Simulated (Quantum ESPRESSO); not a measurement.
# λ and ρ(T) of AlRu (Pm-3m) from pw.x, ph.x and EPW, part 3 of 3

Wanted: λ, Tc and ρ(T) of AlRu (Pm-3m) from Quantum ESPRESSO and EPW.

Quantum ESPRESSO 7.5; DFT LDA, scalar-relativistic, plane waves, PseudoDojo 0.4.1 norm-conserving pseudopotentials.

So far, coupling constant λ: step 8 (coupling and Tc: fine k 16×16×16, q 8×8×8, width 0.15 eV …) 0.499.

**9. Resistivity: fine k 20×20×20, q 10×10×10, adaptive width, window 0.32 eV**

The Boltzmann equation is solved by iteration on a fine mesh; only states within the window around the Fermi level enter.

The input, bte-1.in:

```
--
&inputepw
   prefix = 'x'
   outdir = './tmp'
   dvscf_dir = './save'
   elph = .true.
   etf_mem = 1
   nbndsub = 13
   bands_skipped = 'exclude_bands = 1-4'
   use_ws = .true.
   vme = 'wannier'
   asr_typ = 'crystal'
   nk1 = 8
   nk2 = 8
   nk3 = 8
   nq1 = 4
   nq2 = 4
   nq3 = 4
   amass(1) = 26.9815
   amass(2) = 101.07
   epwwrite = .false.
   epwread = .true.
   wannierize = .false.
   nkf1 = 20
   nkf2 = 20
   nkf3 = 20
   nqf1 = 10
   nqf2 = 10
   nqf3 = 10
   mp_mesh_k = .true.
   scattering = .true.
   iterative_bte = .true.
   epmatkqread = .false.
   assume_metal = .true.
   int_mob = .false.
   carrier = .false.
   ngaussw = -99
   mob_maxiter = 200
   broyden_beta = 0.7
   fsthick = 0.32
   degaussw = 0.0
   nstemp = 6
   temps = 150 200 273 300 400 500
   restart = .false.
   selecqread = .false.
/
```

Launch:

```sh
OMP_NUM_THREADS=1 mpirun -n 8 epw.x -nk 8 -in bte-1.in > bte-1.out
```

The program printed:

```text
[the first part of the log is left out]
     =============================================================================================
     Start solving iterative Boltzmann Transport Equation
     =============================================================================================
     Iteration number:         1
     =============================================================================================
       Temp     Fermi        DOS        Population SR                 Conductivity
        [K]      [eV]    [states/Ry] [carriers per cell]               [Ohm.cm]^-1
     =============================================================================================
      150.000  16.6655   0.18204E+02   0.00000E+00    0.293449E+06   -0.235006E-12    0.000000E+00
                                      -0.17764E-14    0.470013E-12    0.293449E+06    0.000000E+00
                                       0.00000E+00    0.000000E+00    0.000000E+00    0.293449E+06
      200.000  16.6666   0.15671E+02   0.10436E-13    0.214704E+06    0.705019E-12    0.000000E+00
                                       0.66613E-15   -0.235006E-12    0.214704E+06    0.000000E+00
                                       0.00000E+00    0.000000E+00    0.000000E+00    0.214704E+06
      273.000  16.6680   0.13101E+02   0.00000E+00    0.152372E+06    0.881274E-13    0.000000E+00
                                      -0.44409E-15   -0.323134E-12    0.152372E+06    0.000000E+00
                                       0.00000E+00    0.000000E+00    0.000000E+00    0.152372E+06
      300.000  16.6685   0.12966E+02  -0.39968E-14    0.137159E+06   -0.881274E-13    0.000000E+00
                                      -0.13323E-14    0.000000E+00    0.137159E+06    0.000000E+00
                                       0.00000E+00    0.000000E+00    0.000000E+00    0.137159E+06
      400.000  16.6705   0.75228E+01   0.44409E-14    0.992431E+05   -0.117503E-12    0.000000E+00
                                       0.22204E-15    0.587516E-13    0.992431E+05    0.000000E+00
                                       0.00000E+00    0.000000E+00    0.000000E+00    0.992431E+05
      500.000  16.6726   0.13964E+01  -0.44409E-15    0.773301E+05   -0.587516E-13    0.000000E+00
                                      -0.66613E-15   -0.587516E-13    0.773301E+05    0.000000E+00
                                       0.00000E+00    0.000000E+00    0.000000E+00    0.773301E+05
                                                      0.293449E+06    Max error
     [...]
     Iteration number:        30
     =============================================================================================
       Temp     Fermi        DOS        Population SR                 Conductivity
        [K]      [eV]    [states/Ry] [carriers per cell]               [Ohm.cm]^-1
     =============================================================================================
      150.000  16.6655   0.18204E+02   0.23981E-13    0.304553E+06    0.176255E-12    0.000000E+00
                                       0.53291E-14   -0.528765E-12    0.304553E+06    0.000000E+00
                                       0.00000E+00    0.000000E+00    0.000000E+00    0.304553E+06
      200.000  16.6666   0.15671E+02  -0.46629E-14    0.223448E+06   -0.235006E-12    0.000000E+00
                                       0.62172E-14    0.205631E-12    0.223448E+06    0.000000E+00
                                       0.00000E+00    0.293758E-13    0.000000E+00    0.223448E+06
      273.000  16.6680   0.13101E+02  -0.91038E-14    0.158707E+06   -0.235006E-12    0.000000E+00
                                       0.24425E-14    0.587516E-13    0.158707E+06    0.000000E+00
                                       0.00000E+00    0.000000E+00    0.000000E+00    0.158707E+06
      300.000  16.6685   0.12966E+02  -0.15543E-14    0.142849E+06    0.587516E-13    0.000000E+00
                                       0.66613E-15    0.411261E-12    0.142849E+06    0.000000E+00
                                       0.00000E+00    0.000000E+00    0.000000E+00    0.142849E+06
      400.000  16.6705   0.75228E+01   0.51070E-14    0.103273E+06    0.000000E+00    0.000000E+00
                                      -0.66613E-15   -0.176255E-12    0.103273E+06    0.000000E+00
                                       0.00000E+00    0.000000E+00    0.000000E+00    0.103273E+06
      500.000  16.6726   0.13964E+01   0.48850E-14    0.803905E+05    0.000000E+00    0.000000E+00
                                      -0.11102E-14    0.132191E-12    0.803905E+05    0.000000E+00
                                       0.00000E+00    0.000000E+00    0.000000E+00    0.803905E+05
                                                      0.688597E-06    Max error
```

Run time: 4.1 min. Hardware: 8 MPI ranks of Arm Neoverse V2, shared host; 32 min of CPU time.

This step gave:

```
iterations           : 30
resistivity at 300 K : 7.000 μΩ cm
```

Resistivity, by row:

| T (K) | rho_xx (μΩ cm) | rho_yy | rho_zz | relaxation-time approximation, mean of the axes (μΩ cm) |
| --- | --- | --- | --- | --- |
| 150 | 3.284 | 3.284 | 3.284 | 3.946 |
| 200 | 4.475 | 4.475 | 4.475 | 5.397 |
| 273 | 6.301 | 6.301 | 6.301 | 7.578 |
| 300 | 7 | 7 | 7 | 8.404 |
| 400 | 9.683 | 9.683 | 9.683 | 11.54 |
| 500 | 12.44 | 12.44 | 12.44 | 14.73 |

ρ(300 K) = 7.00 μΩ cm; the relaxation-time start gave 8.40. One mesh does not show convergence. The largest adaptive width printed is 0.44 eV, against a window of 0.32 eV outside which no state is counted.

**10. Coupling and Tc, input with a fault, fine q mesh 10×10×10, fine mesh 10×10×10**

A variant of the settings follows.

The input, bad.in:

```
--
&inputepw
   prefix = 'x'
   outdir = './tmp'
   dvscf_dir = './save'
   elph = .true.
   etf_mem = 1
   nbndsub = 13
   bands_skipped = 'exclude_bands = 1-4'
   use_ws = .true.
   vme = 'wannier'
   asr_typ = 'crystal'
   nk1 = 8
   nk2 = 8
   nk3 = 8
   nq1 = 4
   nq2 = 4
   nq3 = 4
   amass(1) = 26.9815
   amass(2) = 101.07
   epwwrite = .false.
   epwread = .true.
   wannierize = .false.
   nkf1 = 10
   nkf2 = 10
   nkf3 = 10
   nqf1 = 10
   nqf2 = 10
   nqf3 = 10
   mp_mesh_k = .true.
   ephwrite = .true.
   eliashberg = .true.
   liso = .true.
   limag = .true.
   tc_linear = .true.
   tc_linear_solver = 'lapack'
   fsthick = 0.4
   degaussw = 0.01
   degaussq = 0.5
   nqstep = 500
   muc = 0.13
   wscut = 0.3
   nsiter = 500
   nstemp = 7
   temps = 0.5 1.0 2.0 4.0 8.0 16.0 32.0
/
```

Launch:

```sh
OMP_NUM_THREADS=1 mpirun -n 8 epw.x -nk 8 -in bad.in > bad.out
```

The program printed:

```text
[the first part of the log is left out]
            Electron smearing (eV) =    0.100000000000000D-01
                 Fermi window (eV) =    0.400000000000000D+00
     Finish writing .ephmat files
     ===================================================================
     Memory usage:  VmHWM =        81Mb
                   VmPeak =       557Mb
     ===================================================================
     Finish writing dos file x.dos
     Finish writing phdos files x.phdos and x.phdos_proj
     ===================================================================
     Solve isotropic Eliashberg equations
     ===================================================================
     Finish reading freq file
                  Fermi level (eV) =     1.6702302495E+01
     DOS(states/spin/eV/Unit Cell) =     1.5842294891E+00
            Electron smearing (eV) =     1.0000000000E-02
                 Fermi window (eV) =     4.0000000000E-01
     Nr irreducible k-points within the Fermi shell =        26 out of        56
           3 bands within the Fermi window
     Finish reading egnv file
     Max nr of q-points =       465
     Finish reading ikmap files
     Start reading .ephmat files
     Finish reading .ephmat files
     a2f file is not found to estimate initial gap: calculating a2f files
     Finish reading a2f file
     Electron-phonon coupling strength =    0.2281363
     Estimated Tc using McMillan expression =   0.0000 K for muc =   0.1300
     Estimated Tc using Allen-Dynes modified McMillan expression =   0.0000 K
     Estimated Tc using SISSO machine learning model =   0.0000 K
     Estimated w_log =  19.1306 meV
     Estimated BCS superconducting gap using McMillan Tc =   0.0000 meV
     WARNING WARNING WARNING
     The code may crash since tempsmin =    0.500 K is larger than McMillan Tc =     0.000 K
     Start: Solving (isotropic) linearized Eliashberg equation with solver = lapack
     For the first Temp.    0.50  K
       Total number of frequency points nsiw(     1) =   1108
       Cutoff frequency wscut =     0.3001
     Superconducting transition temp. Tc is the one which has Max. eigenvalue close to 1
      -----------------------------------------------------------------
             Temp.       Max.         nsiw     wscut    Nr. of iters
             (K)       eigenvalue    (itemp)   (eV)      to Converge
      -----------------------------------------------------------------
             0.50      0.4823224     1108      0.3001        1
             1.00      0.4104173      554      0.3002        1
             2.00      0.3382981      277      0.3005        1
             4.00      0.2662771      139      0.3021        1
             8.00      0.1938587       69      0.3010        1
            16.00      0.1235142       35      0.3075        1
            32.00      0.0592613       17      0.3032        1
      -----------------------------------------------------------------
     Finish: Solving (isotropic) linearized Eliashberg equation
```

It took 3.8 min on 8 MPI ranks; 30 min of CPU time.

Numbers from this step:

* coupling constant λ: 0.2281
* log mean phonon energy ħω_log: 19.13 meV
* density of states at the Fermi level: 1.584 states/eV a spin and cell

This input has a delta width far below the mesh spacing, and its λ = 0.228 is no result.

**11. Resistivity: fine k 26×26×26, q 13×13×13, adaptive width, window 0.32 eV**

At these temperatures only states within a few k_B T of the Fermi level carry current, so the mesh must be dense; it is refined.

The input, bte-2.in:

```
--
&inputepw
   prefix = 'x'
   outdir = './tmp'
   dvscf_dir = './save'
   elph = .true.
   etf_mem = 1
   nbndsub = 13
   bands_skipped = 'exclude_bands = 1-4'
   use_ws = .true.
   vme = 'wannier'
   asr_typ = 'crystal'
   nk1 = 8
   nk2 = 8
   nk3 = 8
   nq1 = 4
   nq2 = 4
   nq3 = 4
   amass(1) = 26.9815
   amass(2) = 101.07
   epwwrite = .false.
   epwread = .true.
   wannierize = .false.
   nkf1 = 26
   nkf2 = 26
   nkf3 = 26
   nqf1 = 13
   nqf2 = 13
   nqf3 = 13
   mp_mesh_k = .true.
   scattering = .true.
   iterative_bte = .true.
   epmatkqread = .false.
   assume_metal = .true.
   int_mob = .false.
   carrier = .false.
   ngaussw = -99
   mob_maxiter = 200
   broyden_beta = 0.7
   fsthick = 0.32
   degaussw = 0.0
   nstemp = 6
   temps = 150 200 273 300 400 500
   restart = .false.
   selecqread = .false.
/
```

Launch:

```sh
OMP_NUM_THREADS=1 mpirun -n 8 epw.x -nk 8 -in bte-2.in > bte-2.out
```

The program printed:

```text
[the first part of the log is left out]
     =============================================================================================
     Start solving iterative Boltzmann Transport Equation
     =============================================================================================
     Iteration number:         1
     =============================================================================================
       Temp     Fermi        DOS        Population SR                 Conductivity
        [K]      [eV]    [states/Ry] [carriers per cell]               [Ohm.cm]^-1
     =============================================================================================
      150.000  16.6800   0.17366E+02  -0.80491E-14    0.195460E+06   -0.293758E-12    0.000000E+00
                                      -0.34972E-14   -0.381886E-12    0.195460E+06    0.000000E+00
                                       0.00000E+00    0.000000E+00    0.000000E+00    0.195460E+06
      200.000  16.6805   0.16924E+02  -0.12879E-13    0.157939E+06    0.161567E-12    0.000000E+00
                                      -0.28796E-14    0.275398E-13    0.157939E+06    0.000000E+00
                                       0.00000E+00    0.000000E+00    0.000000E+00    0.157939E+06
      273.000  16.6810   0.15125E+02  -0.38858E-14    0.122637E+06    0.161567E-12    0.000000E+00
                                       0.21511E-15   -0.881274E-13    0.122637E+06    0.000000E+00
                                       0.00000E+00    0.000000E+00    0.000000E+00    0.122637E+06
      300.000  16.6812   0.14301E+02   0.72164E-14    0.113060E+06   -0.807835E-13   -0.183599E-14
                                       0.15404E-14   -0.367198E-13    0.113060E+06   -0.367198E-14
                                       0.00000E+00    0.000000E+00   -0.367198E-14    0.113060E+06
      400.000  16.6818   0.10714E+02  -0.21094E-14    0.871291E+05   -0.161567E-12    0.000000E+00
                                      -0.11102E-15    0.146879E-13    0.871291E+05    0.000000E+00
                                       0.00000E+00    0.000000E+00    0.000000E+00    0.871291E+05
      500.000  16.6826   0.66286E+01   0.11102E-14    0.705251E+05    0.440637E-13    0.000000E+00
                                       0.17764E-14   -0.312118E-13    0.705251E+05    0.000000E+00
                                       0.00000E+00    0.000000E+00    0.000000E+00    0.705251E+05
                                                      0.195460E+06    Max error
     [...]
     Iteration number:        28
     =============================================================================================
       Temp     Fermi        DOS        Population SR                 Conductivity
        [K]      [eV]    [states/Ry] [carriers per cell]               [Ohm.cm]^-1
     =============================================================================================
      150.000  16.6800   0.17366E+02  -0.11491E-13    0.199991E+06    0.954714E-13    0.000000E+00
                                      -0.44340E-14   -0.789475E-13    0.199991E+06    0.000000E+00
                                       0.00000E+00    0.000000E+00    0.000000E+00    0.199991E+06
      200.000  16.6805   0.16924E+02  -0.10325E-13    0.162002E+06    0.159731E-12    0.000000E+00
                                       0.25605E-14   -0.495717E-13    0.162002E+06    0.000000E+00
                                       0.00000E+00    0.000000E+00    0.000000E+00    0.162002E+06
      273.000  16.6810   0.15125E+02  -0.77716E-15    0.126073E+06   -0.550796E-14    0.000000E+00
                                       0.12143E-14   -0.679316E-13    0.126073E+06    0.000000E+00
                                       0.00000E+00    0.000000E+00    0.000000E+00    0.126073E+06
      300.000  16.6812   0.14301E+02  -0.13323E-14    0.116296E+06   -0.532437E-13    0.183599E-14
                                       0.33307E-15   -0.110159E-12    0.116296E+06    0.367198E-14
                                       0.00000E+00    0.000000E+00    0.367198E-14    0.116296E+06
      400.000  16.6818   0.10714E+02   0.34417E-14    0.897586E+05   -0.587516E-13    0.000000E+00
                                      -0.15543E-14    0.587516E-13    0.897586E+05    0.000000E+00
                                       0.00000E+00    0.000000E+00    0.000000E+00    0.897586E+05
      500.000  16.6826   0.66286E+01   0.11102E-15    0.727178E+05   -0.587515E-13    0.000000E+00
                                      -0.13878E-16    0.146879E-12    0.727178E+05    0.000000E+00
                                       0.00000E+00    0.000000E+00    0.000000E+00    0.727178E+05
                                                      0.606335E-06    Max error
```

The job ended after 9.8 min (8 MPI ranks; 78 min of CPU time).

This step gave:

| Quantity | Value |
| --- | --- |
| iterations | 28 |
| resistivity at 300 K | 8.599 μΩ cm |

Resistivity, by row:

```csv
T (K),rho_xx (μΩ cm),rho_yy,rho_zz,"relaxation-time approximation, mean of the axes (μΩ cm)"
150,5,5,5,5.594
200,6.173,6.173,6.173,6.953
273,7.932,7.932,7.932,8.991
300,8.599,8.599,8.599,9.764
400,11.14,11.14,11.14,12.71
500,13.75,13.75,13.75,15.74
```

ρ(300 K) = 8.60 μΩ cm, against 7.00 before (+23 %); the relaxation-time start gave 9.76. The largest adaptive width printed is 0.34 eV, against a window of 0.32 eV outside which no state is counted.

**12. Outcome**

```json
{"Wannier functions, band error": "13 functions; 2 meV r.m.s.", "coupling constant λ, fine k 16×16×16, q 8×8×8, width 0.15 eV, window 0.61 eV": "0.499", "ħω_log": "16.8 meV", "Tc at μ* = 0.13, Allen–Dynes": "1.4 K", "resistivity at 300 K, 20×20×20": "7.00 μΩ cm", "resistivity at 300 K, 26×26×26": "8.60 μΩ cm"}
```

Step 7: No branch goes imaginary on this path. Step 8: The coupling constant from the curve is λ = 0.50; modes below 16.4 meV give half. Step 8: The most distinct maxima of the a2F lie at 13.2, 14.4, 16.4, 20.8 and 41.1 meV, the highest at 16.4 meV. On the finest meshes run, AlRu (Pm-3m) has λ = 0.50 and a phonon-limited resistivity of 8.60 μΩ cm at 300 K. The last refinement of the mesh moved the resistivity by 23 %, so it is not converged, and no rank of the meshes against a measured value means much. On the finest mesh the adaptive width still reaches 0.34 eV against a window of 0.32 eV; the window, which cuts off final states, was not widened. The Eliashberg Tc is interpolated in log T between temperatures a factor of two apart, and its μ* acts up to a cut-off of 0.3 eV, so it weighs less than the same number in Allen and Dynes's formula. The relaxed volume lies -3.8 % from the database entry, which shifts the phonons and with them λ and ρ. λ rests on one fine mesh and one width. Between 150 and 500 K the resistivity rises by a factor of 2.75, against 3.33 for a straight line through the origin; phonon scattering should fall faster than that line on cooling, so the temperature dependence is not converged. The rows at 150, 200, 273, 300, 400 and 500 K moved by more than 10 % in the last refinement. The q mesh of ph.x (4×4×4), the k mesh and smearing of the ground state (8×8×8) and EPW's coarse k mesh (8×8×8) were not varied. Only scattering by harmonic phonons counts; impurities, grain boundaries and thermal expansion are left out, and μ* is typed.

[The logs of pw.x and epw.x are selected lines.]

[Logs are printed without paths, hosts, clocks, repeated set-up lines and the standing remarks that a program may print on its own settings, such as how far it seeks lower states.]

[Hosts, paths, dates, database ids (printed as entryN), source tags and the programs' standing remarks are cut or masked in the printed files.]
